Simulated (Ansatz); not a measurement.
Planning a run of Ansatz 0.2.0 on CaTiN2 (Pmmn). The input:

```yaml
crystal:
  lattice:
    - [3.6131, 0.0, 0.0]
    - [0.0, 3.9365, 0.0]
    - [0.0, 0.0, 7.5421]
  atoms:
    - { symbol: Ca, position: [0.0, 0.5, 0.8496394539] }
    - { symbol: Ca, position: [0.5, 0.0, 0.1503605461] }
    - { symbol: Ti, position: [0.0, 0.5, 0.407547735] }
    - { symbol: Ti, position: [0.5, 0.0, 0.592452265] }
    - { symbol: "N", position: [0.5, 0.5, 0.5283250645] }
    - { symbol: "N", position: [0.0, 0.0, 0.4716749355] }
    - { symbol: "N", position: [0.0, 0.5, 0.1641950872] }
    - { symbol: "N", position: [0.5, 0.0, 0.8358049128] }
kpoints:
  mp_grid: { grid: [6, 6, 4] }
hamiltonian:
  xc: r2scan
scf:
  occupations: { method: fixed }
dielectric: {}
```

```sh
ansatz run input.yaml --threads 3 --pin off --max-ram 64512MiB --backend cuda --events-out ev --progress --plain --runs-dir out --devices 1 --max-vram 24GiB  # rebuilt from the run's record
```

How long will it take on 1 × NVIDIA H100 80GB HBM3 (shared by 3 runs) with 3 threads of AMD EPYC 7R13 (Zen 3), shared host, and how much memory?

It took 2 min; on shared hardware allow 61 s to 4.1 min. Peak host memory was 5.7 GiB.

[Paths, hosts, dates, memory and timing lines, banners, echoed tables and standing remarks are left out of the program output.]

[Logs are printed without paths, hosts, clocks, repeated set-up lines and the standing remarks that a program may print on its own settings, such as how far it seeks lower states.]

[Runs of the session that timed out or met a known fault of the program may be left out.]

[Cells called generated may have been cut or substituted from an entry of the Crystallography Open Database or the Materials Project.]

[Hosts, paths, dates, database ids (printed as entryN), source tags and the programs' standing remarks are cut or masked in the printed files.]
